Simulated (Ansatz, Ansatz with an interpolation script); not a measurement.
# Settings in Wannier-interpolated G0W0: AlH3 (R-3c)

How do the Wannier model and the GW settings move the interpolated bands of AlH3 (R-3c)?

Calculated with Ansatz 0.2.0; maximally localised Wannier functions, LDA, plane waves, PAW; PAW set soft_1.

**1. The starting structure**

The structure is trigonal, space group R-3c (No. 167). Conventional cell: a = 4.449 Å, b = 4.449 Å, c = 11.804 Å, α = 90.00°, β = 90.00°, γ = 120.00°. Nearest to Al lie 6 H at 1.72 Å. Nearest to H lie 2 Al at 1.72 Å. Farther neighbours are not listed.

As a file:

```cif
data_structure
_symmetry_space_group_name_H-M 'R-3c:H'
_symmetry_Int_Tables_number 167
_cell_length_a 4.4493
_cell_length_b 4.4493
_cell_length_c 11.8037
_cell_angle_alpha 90.000
_cell_angle_beta 90.000
_cell_angle_gamma 120.000
_cell_volume 202.36
loop_
_atom_site_label
_atom_site_type_symbol
_atom_site_symmetry_multiplicity
_atom_site_Wyckoff_symbol
_atom_site_fract_x
_atom_site_fract_y
_atom_site_fract_z
_atom_site_occupancy
Al1 Al 6 b 0.00000 0.00000 0.50000 1
H1 H 18 e 0.96133 0.66667 0.41667 1
```

The cell and positions come from the Crystallography Open Database and are kept as given unless a step says otherwise.

**2. Wannier model on 8×8×8**

Localised functions give a small Hamiltonian that interpolates between mesh points at no cost.

input.yaml reads:

```yaml
crystal:
  lattice:
    - [2.22465, 1.2844022764, 3.9345666667]
    - [-2.22465, 1.2844022764, 3.9345666667]
    - [0.0, -2.5688045527, 3.9345666667]
  atoms:
    - { symbol: Al, position: [0.0, 0.0, 0.0] }
    - { symbol: Al, position: [0.5, 0.5, 0.5] }
    - { symbol: H, position: [0.878, 0.622, 0.25] }
    - { symbol: H, position: [0.25, 0.878, 0.622] }
    - { symbol: H, position: [0.622, 0.25, 0.878] }
    - { symbol: H, position: [0.122, 0.378, 0.75] }
    - { symbol: H, position: [0.75, 0.122, 0.378] }
    - { symbol: H, position: [0.378, 0.75, 0.122] }
kpoints:
  mp_grid: { grid: [4, 4, 4] }
hamiltonian:
  xc: lda
  pseudopotentials: { kind: paw, azcp: { folder: soft_1 }, xc_functional: pbe }
scf:
  occupations: { method: fixed }
  n_extra_bands: 35
output:
  wannier:
    kmesh: [8, 8, 8]
    projections:
      - { species: Al, l: s, shell: 3 }
      - { species: Al, l: p, shell: 3 }
      - { species: H, l: s, shell: 1 }
    minimise: true
    write_hr: true
    seedname: w
    conv_tol: 1.0e-06
    max_iter: 20000
    stability_check: false
    disentanglement:
      window: [-7.95, 21.75]
      frozen_window: [-7.95, 5.99]
      conv_tol: 1.0e-08
```

Run with:

```
$ ansatz run input.yaml --threads 3 --pin off --max-ram 92160MiB --backend cuda --events-out ev --progress --plain --runs-dir out --devices 1 --max-vram 13GiB
```

Numbers of over 12 decimals in the logs are rounded to 6 here.

Output:

```text
scf.n_extra_bands = 35 over 6 filled bands (N_el = 12.0): the run solves 41 bands
GPUs: using 1 of 1 available (devices: 1).
Engine: ansatz 0.2.0, x86_64-unknown-linux-gnu
Pseudopotentials: kind: paw
Pseudopotential: Al, paw, valence charge 3, recommended cutoff 420 eV (normal), soft_1/Al.paw.azcp
Pseudopotential: H, paw, valence charge 1, recommended cutoff 420 eV (normal), soft_1/H.paw.azcp
Functional definition: SPW92
  exchange = slater_x
  correlation = pw_c
device memory: the entry about to start is reckoned to put 1.6 GiB on a device that reports 40.1 GiB free (of which the cap on the GPU budget leaves the run 13.0 GiB)
GPU FFT provider: cuFFT
GPU libraries: cuBLAS 13.8.2, cuFFT 12.4.0, cuSOLVER 12.3.4
Crystal: 8 atoms, lattice volume = 67.454 Å³
Basis set: ecut = 420 eV, 1309 PW (Γ)
Bands: 41, of which v1, the nominal top of the filled ones, is band 6 counted from 1 (5 counted from 0)
Symmetry: 12 space group operations
Space group: R-3c (ITA 167), of the structure as read, at distance tolerance 4.1e-5 Å
k-points: 13 of 64
Non-local potential: Al, projectors of the file, l = 0: 2, l = 1: 2, l = 2: 1
Non-local potential: H, projectors of the file, l = 0: 2, l = 1: 1
PAW form: soft (Blöchl's): semilocal exchange-correlation on the pseudo side does not see the compensation charge
PAW frozen core: Al, regenerated for the run's functional, and the local potential with it (the file was generated under x = pbe(κ = 0.804, μ = 0.219515), c = pbe(β = 0.066725))
PAW one-centre angular grid: Al, 110 points (default); XC on 64 Gauss nodes
PAW one-centre angular grid: H, 110 points (default); XC on 64 Gauss nodes
Initial density: superposition of atomic densities (chi_scale 0.1, normalization cell, long waves kept (reshape's long-wave potential 0.00 eV rms))
Initial wavefunctions: pseudopotential atomic-orbital guess
GPU buffer pool allocated for 32768 grid points (all kernels)
GPU transforms: local potential and band sums: pruned to the plane-wave sphere, on 32×32×32
Functional: x = slater, c = lda
SCF iter   1: F=—  HF=-1120.961248 eV  |F-HF|=—  |Δ(HF+E_count)|=         —  Δρ=8.33e-2  dr2=3.53e0  ethr=3.10e-3  ⟨swp⟩=4.0  Hψ=1987  notcnv=0  defer=300
preconditioner: auto → none  [insulator: Δε(μ)=2.766 eV  Ē_g=23.112 eV  n_scr=14 (ndim 8)  ℏωp=15.7 eV  f_vac=0.000  ε∞_Penn≈1.5]
SCF iter   2: F=—  HF=-1119.823277 eV  |F-HF|=—  |Δ(HF+E_count)|=    1.14e0  Δρ=2.98e-2  dr2=4.77e-1  ethr=3.10e-3  ⟨swp⟩=3.0  Hψ=725  notcnv=0  defer=426
SCF iter   3: F=—  HF=-1119.639575 eV  |F-HF|=—  |Δ(HF+E_count)|=   1.84e-1  Δρ=1.87e-3  dr2=8.44e-4  ethr=3.10e-3  ⟨swp⟩=2.8  Hψ=260  notcnv=0  defer=407
SCF iter   4: F=—  HF=-1119.639146 eV  |F-HF|=—  |Δ(HF+E_count)|=   4.28e-4  Δρ=1.79e-4  dr2=1.37e-5  ethr=7.03e-6  ⟨swp⟩=3.0  Hψ=255  notcnv=0  defer=429
SCF iter   5: F=—  HF=-1119.639156 eV  |F-HF|=—  |Δ(HF+E_count)|=   9.78e-6  Δρ=1.82e-5  dr2=1.15e-7  ethr=1.15e-7  ⟨swp⟩=1.1  Hψ=535  notcnv=0  defer=365
SCF iter   6: F=-1119.639156 eV  HF=-1119.639156 eV  |F-HF|=2.14e-11  |Δ(HF+E_count)|=   2.49e-8  Δρ=9.51e-7  dr2=3.11e-10  ethr=8.33e-10  ⟨swp⟩=10.2  Hψ=3794  notcnv=0
SCF 1 converged in 6 iterations: F = -1119.639156 eV  dr2 = 3.11e-10
[...]
device memory: the entry about to start is reckoned to put 2.1 GiB on a device that reports 47.1 GiB free (of which the cap on the GPU budget leaves the run 13.0 GiB)
NSCF: frozen V_eff on 13 k-points
[...]
device memory: the entry about to start is reckoned to put 2.7 GiB on a device that reports 47.1 GiB free (of which the cap on the GPU budget leaves the run 13.0 GiB)
NSCF: frozen V_eff on 68 k-points, pencils in batches of 32, up to order 164
the Wannier pass solved 68 of the 512 points of its mesh, and has the states at the others by symmetry: states obtained by the crystal's operations at points that were solved too leave a residual of 2.06e-13 eV (read by the count's bands and the next), within 8.33e-6 eV
SCF converged after 6 iterations
Free energy (F): -1119.639156 eV
Harris-Foulkes:  -1119.639156 eV  (|F-HF|=2.14e-11)
Internal energy: -1119.639156 eV  (E = F + TS)
E sigma→0 (E₀):  -1119.639156 eV
Fermi energy:    1.027552 eV
--- Per-component energies (eV) ---
  E_band       = -26.442041
  E_kinetic    = 128.777328
  E_local      = -83.793225  (includes V_loc(G=0)·N_el)
  E_nonlocal   = 23.102957
  E_hartree    = 22.883731
  E_xc         = -127.897182
  E_vxc        = -128.388763  (∫ρ·V_xc dr)
  E_paw        = -893.658642  (= ΣΔE_a)
  E_vpaw       = -11.901999  (= ΣTr[D̂ρ^β])
  E_aug_tail   = -0.005807  (compensation charges beyond the density's cutoff)
  E_ewald      = -189.159750
  E_core_change = 0.111433  (= ΣΔE_core)
  E_smearing   = -0.000000  (= −TS)
  E_closure    = 0.000000  (closes the sum)
  Σ components = -1119.639156   (vs F -1119.639156, Δ=0.00e0)
--- Band table (eV; the first three rows and the last of 13) ---
  k-point 0: bands = [... 2 lower, -0.7511, -0.7511, 0.9787, 0.9787, 2.9929, 6.6445, 6.7271, 6.7271, ... 31 higher]
  k-point 1: bands = [... 2 lower, -1.1533, -0.8407, 0.2879, 0.5399, 4.0556, 5.8211, 6.7063, 7.2138, ... 31 higher]
  k-point 2: bands = [... 2 lower, -0.6983, -0.6983, -0.3600, -0.3600, 4.7103, 4.7103, 8.4453, 8.4453, ... 31 higher]
  k-point 12: bands = [... 2 lower, -0.2403, -0.2403, -0.2403, -0.2403, 5.5830, 5.5830, 9.1963, 9.1963, ... 31 higher]
Wannier search: line search 1 of at most 20000: gauge-dependent spread (as the search counts it) 10.1990479 Å², largest recent change 1.9e0 Å² against conv_tol 1.0e-6 Å², 0 stops escaped
```

Wall time 14 s (1 × NVIDIA H100 80GB HBM3 (shared by 6 runs) with 3 threads of AMD EPYC 7R13 (Zen 3), shared host); peak memory 1 GiB.

Numbers from this step:

| Property | Result |
| --- | --- |
| gauge-invariant spread | 24.69 Å² |
| diagonal spread | 0.01548 Å² |
| off-diagonal spread | 7.930 Å² |
| total spread | 32.63 Å² |
| least projectability | 0.4621 |
| localisation steps | 57 |
| disentanglement steps | 542 |
| r.m.s. interpolation error | 0.007611 eV |
| r.m.s. error near the gap | 0.01046 eV |

Near the gap the model misses directly solved bands by 10.5 meV r.m.s. and by 84 meV at most in the window tested. This tests the starting bands, not the corrections carried with them.

**3. Wannier model on 4×4×4**

input.yaml: that of step 2 with these lines changed.

```diff
@@ -24,3 +24,3 @@
   wannier:
-    kmesh: [8, 8, 8]
+    kmesh: [4, 4, 4]
     projections:
```

Output:

```text
[...]
GPUs: using 1 of 1 available (devices: 1).
[...]
GPU FFT provider: cuFFT
GPU libraries: cuBLAS 13.8.2, cuFFT 12.4.0, cuSOLVER 12.3.4
Crystal: 8 atoms, lattice volume = 67.454 Å³
Basis set: ecut = 420 eV, 1309 PW (Γ)
Bands: 41, of which v1, the nominal top of the filled ones, is band 6 counted from 1 (5 counted from 0)
Symmetry: 12 space group operations
[...]
k-points: 13 of 64
[...]
GPU buffer pool allocated for 32768 grid points (all kernels)
[...]
SCF iter   1: F=—  HF=-1120.961248 eV  |F-HF|=—  |Δ(HF+E_count)|=         —  Δρ=8.33e-2  dr2=3.53e0  ethr=3.10e-3  ⟨swp⟩=4.0  Hψ=1987  notcnv=0  defer=300
[...]
SCF iter   6: F=-1119.639156 eV  HF=-1119.639156 eV  |F-HF|=2.14e-11  |Δ(HF+E_count)|=   2.49e-8  Δρ=9.51e-7  dr2=3.11e-10  ethr=8.33e-10  ⟨swp⟩=10.2  Hψ=3794  notcnv=0
SCF 1 converged in 6 iterations: F = -1119.639156 eV  dr2 = 3.11e-10
[...]
NSCF: frozen V_eff on 13 k-points
[...]
SCF converged after 6 iterations
Free energy (F): -1119.639156 eV
[...]
Internal energy: -1119.639156 eV  (E = F + TS)
E sigma→0 (E₀):  -1119.639156 eV
Fermi energy:    1.027552 eV
[...]
--- Band table (eV; the first three rows and the last of 13) ---
  k-point 0: bands = [... 2 lower, -0.7511, -0.7511, 0.9787, 0.9787, 2.9929, 6.6445, 6.7271, 6.7271, ... 31 higher]
  k-point 1: bands = [... 2 lower, -1.1533, -0.8407, 0.2879, 0.5399, 4.0556, 5.8211, 6.7063, 7.2138, ... 31 higher]
  k-point 2: bands = [... 2 lower, -0.6983, -0.6983, -0.3600, -0.3600, 4.7103, 4.7103, 8.4453, 8.4453, ... 31 higher]
  k-point 12: bands = [... 2 lower, -0.2403, -0.2403, -0.2403, -0.2403, 5.5830, 5.5830, 9.1963, 9.1963, ... 31 higher]
[...]
```

The job ended after 11 s (1 × NVIDIA H100 80GB HBM3 (shared by 6 runs) with 3 threads; peak memory 0.92 GiB).

Numbers from this step:

| Property | Result |
| --- | --- |
| gauge-invariant spread | 20.14 Å² |
| diagonal spread | 0.01520 Å² |
| off-diagonal spread | 4.454 Å² |
| total spread | 24.61 Å² |
| least projectability | 0.6028 |
| localisation steps | 1268 |
| disentanglement steps | 214 |
| r.m.s. interpolation error | 0.02375 eV |
| r.m.s. error near the gap | 0.03031 eV |

Near the gap the model misses directly solved bands by 30.3 meV r.m.s. and by 225 meV at most in the window tested. This tests the starting bands, not the corrections carried with them.

Frozen up to 4.95 eV; above it the model need not follow the bands. The electronic bands at the labelled points (eV, zero at the valence-band top; v1 is the highest filled band, c1 the lowest empty one):

```csv
point,v4,v3,v2,v1,c1,c2,c3,c4
Γ,-1.80,-1.80,-0.07,-0.07,1.95,5.68,5.68,6.86
halfway,-1.71,-1.71,-0.52,-0.52,3.51,6.02,6.48,6.48
T,-1.28,-1.28,-1.28,-1.28,4.54,4.54,8.91,8.91
halfway,-2.91,-2.91,-0.63,-0.63,5.73,5.74,8.15,8.15
H2,-4.04,-4.04,-0.72,-0.72,6.29,6.29,8.63,8.63
jump to H0,-4.04,-4.04,-0.72,-0.72,6.29,6.29,8.63,8.63
halfway,-2.88,-2.88,-1.10,-1.10,5.37,5.37,8.42,8.42
L,-1.74,-1.74,-1.40,-1.40,3.67,3.67,8.50,8.50
halfway,-2.20,-1.88,-0.76,-0.50,3.01,4.78,6.70,7.24
Γ,-1.80,-1.80,-0.07,-0.07,1.95,5.68,5.68,6.86
halfway,-2.88,-1.65,-1.23,-0.69,3.50,5.55,6.71,7.83
S0,-4.33,-2.85,-2.16,-0.08,6.13,6.74,8.48,8.79
jump to S2,-4.33,-2.85,-2.16,-0.08,6.13,6.73,8.48,8.79
halfway,-4.43,-3.14,-2.66,0.01,6.54,7.17,8.03,9.42
F,-3.75,-3.24,-3.10,-0.07,6.56,7.63,7.67,9.73
halfway,-2.69,-2.58,-1.96,-0.02,4.14,6.58,6.89,7.15
Γ,-1.80,-1.80,-0.07,-0.07,1.95,5.68,5.68,6.86
```

The same for Kohn-Sham, solved directly:

```csv
point,v4,v3,v2,v1,c1,c2,c3,c4
Γ,-1.80,-1.80,-0.07,-0.07,1.95,5.60,5.68,5.68
T,-1.28,-1.28,-1.28,-1.28,4.54,4.54,8.15,8.15
H2,-4.04,-4.04,-0.72,-0.72,5.64,5.64,8.11,8.11
H0,-4.04,-4.04,-0.72,-0.72,5.64,5.64,8.11,8.11
L,-1.74,-1.74,-1.40,-1.40,3.67,3.67,7.40,7.40
Γ,-1.80,-1.80,-0.07,-0.07,1.95,5.60,5.68,5.68
S0,-4.28,-2.85,-2.17,-0.11,5.88,6.09,6.51,8.41
S2,-4.28,-2.85,-2.17,-0.11,5.88,6.09,6.51,8.41
F,-3.75,-3.24,-3.10,-0.07,5.29,7.31,7.55,7.65
Γ,-1.80,-1.80,-0.07,-0.07,1.95,5.60,5.68,5.68
```

**4. A faulty Wannier input**

input.yaml: that of step 3 with these lines changed.

```diff
@@ -35,5 +35,2 @@
     stability_check: false
-    disentanglement:
-      window: [-7.95, 21.75]
-      frozen_window: [-7.95, 5.99]
-      conv_tol: 1.0e-08
+    disentanglement: { window: [-7.95, 21.75] }
```

Output:

```text
[...]
GPUs: using 1 of 1 available (devices: 1).
[...]
GPU FFT provider: cuFFT
GPU libraries: cuBLAS 13.8.2, cuFFT 12.4.0, cuSOLVER 12.3.4
Crystal: 8 atoms, lattice volume = 67.454 Å³
Basis set: ecut = 420 eV, 1309 PW (Γ)
Bands: 41, of which v1, the nominal top of the filled ones, is band 6 counted from 1 (5 counted from 0)
Symmetry: 12 space group operations
[...]
k-points: 13 of 64
[...]
GPU buffer pool allocated for 32768 grid points (all kernels)
[...]
SCF iter   1: F=—  HF=-1120.961248 eV  |F-HF|=—  |Δ(HF+E_count)|=         —  Δρ=8.33e-2  dr2=3.53e0  ethr=3.10e-3  ⟨swp⟩=4.0  Hψ=1987  notcnv=0  defer=300
[...]
SCF iter   6: F=-1119.639156 eV  HF=-1119.639156 eV  |F-HF|=2.14e-11  |Δ(HF+E_count)|=   2.49e-8  Δρ=9.51e-7  dr2=3.11e-10  ethr=8.33e-10  ⟨swp⟩=10.2  Hψ=3794  notcnv=0
SCF 1 converged in 6 iterations: F = -1119.639156 eV  dr2 = 3.11e-10
[...]
SCF converged after 6 iterations
Free energy (F): -1119.639156 eV
[...]
Internal energy: -1119.639156 eV  (E = F + TS)
E sigma→0 (E₀):  -1119.639156 eV
Fermi energy:    1.027552 eV
[...]
--- Band table (eV; the first three rows and the last of 13) ---
  k-point 0: bands = [... 2 lower, -0.7511, -0.7511, 0.9787, 0.9787, 2.9929, 6.6445, 6.7271, 6.7271, ... 31 higher]
  k-point 1: bands = [... 2 lower, -1.1533, -0.8407, 0.2879, 0.5399, 4.0556, 5.8211, 6.7063, 7.2138, ... 31 higher]
  k-point 2: bands = [... 2 lower, -0.6983, -0.6983, -0.3600, -0.3600, 4.7103, 4.7103, 8.4453, 8.4453, ... 31 higher]
  k-point 12: bands = [... 2 lower, -0.2403, -0.2403, -0.2403, -0.2403, 5.5830, 5.5830, 9.1963, 9.1963, ... 31 higher]
[...]
```

It took 8.1 s on 1 × NVIDIA H100 80GB HBM3 (shared by 6 runs) with 3 threads; peak memory 0.91 GiB.

This step gave:

```yaml
gauge_invariant_spread: 18.19 Å²
diagonal_spread: 0.01111 Å²
off_diagonal_spread: 4.003 Å²
total_spread: 22.20 Å²
least_projectability: 0.6281
localisation_steps: 846
disentanglement_steps: 352
r_m_s_interpolation_error: 0.3436 eV
r_m_s_error_near_the_gap: 0.4511 eV
```

No frozen window. Electronic bands along the path, in eV, zero at the valence-band top; v1 is the highest filled band, c1 the lowest empty one:

```csv
point,v4,v3,v2,v1,c1,c2,c3,c4
Γ,-1.80,-1.80,0.11,0.11,2.03,5.68,5.68,6.86
halfway,-1.51,-1.51,-0.18,-0.18,3.63,6.60,6.60,6.74
T,-0.83,-0.83,-0.83,-0.83,5.66,5.66,9.04,9.04
halfway,-2.53,-2.52,-0.22,-0.22,6.13,6.14,8.50,8.50
H2,-3.83,-3.83,-0.36,-0.36,6.56,6.56,8.64,8.64
jump to H0,-3.83,-3.83,-0.36,-0.36,6.56,6.56,8.64,8.64
halfway,-2.62,-2.62,-0.63,-0.63,5.81,5.81,8.66,8.66
L,-1.60,-1.60,-0.82,-0.82,4.77,4.77,8.72,8.72
halfway,-1.92,-1.87,-0.53,-0.06,3.41,5.57,6.92,7.42
Γ,-1.80,-1.80,0.11,0.11,2.03,5.68,5.68,6.86
halfway,-2.81,-1.32,-0.77,-0.40,3.89,6.08,7.03,7.91
S0,-4.05,-2.56,-1.93,0.30,6.41,6.82,8.61,8.77
jump to S2,-4.06,-2.56,-1.93,0.30,6.41,6.82,8.61,8.77
halfway,-4.25,-2.99,-2.49,0.38,6.80,7.28,8.01,9.38
F,-3.44,-3.16,-3.09,0.36,6.89,7.65,7.66,9.76
halfway,-2.61,-2.51,-1.47,0.25,4.22,6.76,7.07,7.38
Γ,-1.80,-1.80,0.11,0.11,2.03,5.68,5.68,6.86
```

The same for Kohn-Sham, solved directly:

(Unchanged from step 3.)

The fault put into this input: nothing frozen.

**5. G0W0: 4×4×4 mesh, 281 empty bands, screening to 150 eV, PAW set soft_1 files**

G0W0 replaces the xc potential by the self-energy, built once from these orbitals. Only a window of levels is corrected, while the sums run over the empty bands that the input names.

This step: G0W0 on LDA, plane waves, PAW; PAW set soft_1.

input.yaml, the sections that differ from step 4:

```yaml
scf:
  occupations: { method: fixed }
gw:
  n_empty_bands: 281
  ecut_chi: 150.0
  qp_bands: [v6, c2]
  screening: { model: contour_deformation }
# crystal, kpoints, hamiltonian: as in step 4
# output: removed
```

Output:

```text
GPUs: using 1 of 1 available (devices: 1).
[...]
GPU FFT provider: cuFFT
GPU libraries: cuBLAS 13.8.2, cuFFT 12.4.0, cuSOLVER 12.3.4
Crystal: 8 atoms, lattice volume = 67.454 Å³
Basis set: ecut = 420 eV, 1309 PW (Γ)
Bands: 14, of which v1, the nominal top of the filled ones, is band 6 counted from 1 (5 counted from 0)
Symmetry: 12 space group operations
[...]
k-points: 13 of 64
[...]
0     8      6.6445    -3.6384    -4.2171    -8.5203  0.8064     7.3147     7.3094  root
[...]
12     5     -0.2403   -15.8487     2.4855   -12.0642  0.7576    -1.5667    -1.5394  root
    12     6     -0.2403   -15.8487     2.4855   -12.0642  0.7576    -1.5667    -1.5394  root
    12     7      5.5830    -6.0600    -4.1346   -11.0548  0.7986     6.4516     6.4432  root
    12     8      5.5830    -6.0600    -4.1346   -11.0548  0.7986     6.4516     6.4432  root
[key lines of the parts left out:]
SCF converged after 6 iterations
Free energy (F): -1119.639156 eV
Fermi energy:    1.027555 eV
```

Elapsed: 11 s, on 1 × NVIDIA H100 80GB HBM3 (shared by 6 runs) with 3 threads; peak memory 1.1 GiB.

The G0W0 gap on the mesh is 4.217 eV.

**6. G0W0: 2×2×2 mesh, 281 empty bands, screening to 150 eV, PAW set soft_1 files**

input.yaml: that of step 5 with these lines changed.

```diff
@@ -15,3 +15,3 @@
 kpoints:
-  mp_grid: { grid: [4, 4, 4] }
+  mp_grid: { grid: [2, 2, 2] }
 hamiltonian:
```

Output:

```text
GPUs: using 1 of 1 available (devices: 1).
[...]
concurrent solve slots: 2 of 3 are kept, ahead of what memory takes: no pass of the eigensolver takes more rounds on 2
[...]
GPU FFT provider: cuFFT
GPU libraries: cuBLAS 13.8.2, cuFFT 12.4.0, cuSOLVER 12.3.4
Crystal: 8 atoms, lattice volume = 67.454 Å³
Basis set: ecut = 420 eV, 1309 PW (Γ)
[...]
0     8      6.6435    -3.4889    -4.4948    -8.5165  0.7925     7.1804     7.1763  root
[...]
3     5     -0.2368   -16.1257     2.7979   -12.0719  0.7506    -1.5189    -1.4927  root
     3     6     -0.2368   -16.1257     2.7979   -12.0719  0.7506    -1.5189    -1.4927  root
     3     7      5.5643    -5.7345    -4.5582   -11.0590  0.7823     6.3390     6.3305  root
     3     8      5.5643    -5.7345    -4.5582   -11.0590  0.7823     6.3390     6.3305  root
[key lines of the parts left out:]
SCF converged after 5 iterations
Free energy (F): -1119.405803 eV
Fermi energy:    0.989434 eV
```

It took 7.2 s on 1 × NVIDIA H100 80GB HBM3 (shared by 6 runs) with 3 threads; peak memory 1 GiB; 5.1 s of CPU time.

The G0W0 gap on the mesh is 4.087 eV.

[end of part 1 of 2]

[Paths, hosts, dates, memory and timing lines, banners, echoed tables and standing remarks are left out of the program output.]

[Logs are printed without paths, hosts, clocks, repeated set-up lines and the standing remarks that a program may print on its own settings, such as how far it seeks lower states.]

[Runs of the session that timed out or met a known fault of the program may be left out.]

[Hosts, paths, dates, database ids (printed as entryN), source tags and the programs' standing remarks are cut or masked in the printed files.]
